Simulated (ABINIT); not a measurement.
Computed results, one entry a study.

```
NaI (Fm-3m): G0W0 with ABINIT, start to end
1.0
     0.00000    3.23640    3.23640
     3.23640    0.00000    3.23640
     3.23640    3.23640    0.00000
Na I
1 1
Direct
  0.00000 0.00000 0.00000
  0.50000 0.50000 0.50000
# method: RPA screening on PBE, plane waves, norm-conserving pseudopotentials (and 2 further levels or steps)
# program: ABINIT 10.8.3
# settings: cutoff 38 Ha, PseudoDojo scalar-relativistic 0.4.1 standard, norm-conserving, ngkpt (4, 4, 4), nband 46, ecuteps 3.2 Ha, inclvkb 2, shiftk (0, 0, 0), symchi 1, awtr 1, frequency ppm, 4×4×4 k-mesh
# cost: 5 runs, 29 s in all on 8 MPI ranks of Arm Neoverse V2, shared host
# notes: The cell and positions come from the Crystallography Open Database and are kept as given unless a step says otherwise. Limits: no spin-orbit coupling.
# PBE gap: 3.64 eV, direct
# G0W0 gap on the mesh: 5.35 eV
# GW settings: 4×4×4 mesh, 46 bands, screening to 87.1 eV, Godby-Needs plasmon pole
# known limits: short of the basis limit; no spin-orbit coupling
```

[Long decimals in the printed logs are rounded to 6 places.]

[Logs are printed without paths, hosts, clocks, repeated set-up lines and the standing remarks that a program may print on its own settings, such as how far it seeks lower states.]

[Paths, hosts, dates, memory and timing lines, banners, echoed tables and standing remarks are left out of the program output; an Ansatz launch command may be rebuilt from the run's recorded settings. Measured values are a selection of at most five: reports struck by readers or far from the other reports are left out. None is set beside runs whose start may be inverted or whose files or cutoffs have a known fault.]

[Runs of the session that timed out or met a known fault of the program may be left out.]

[Hosts, paths, dates, database ids (printed as entryN), source tags and the programs' standing remarks are cut or masked in the printed files.]

[G0W0 gaps are taken among the corrected bands and points alone; a level outside them can change the order at an edge.]

[Where Ansatz stands beside ABINIT at settings called matched, ABINIT's density can come from a denser mesh and the files from another edition; pairs whose starting gaps differed by over 0.03 eV were left out, so agreement reads better than it is.]
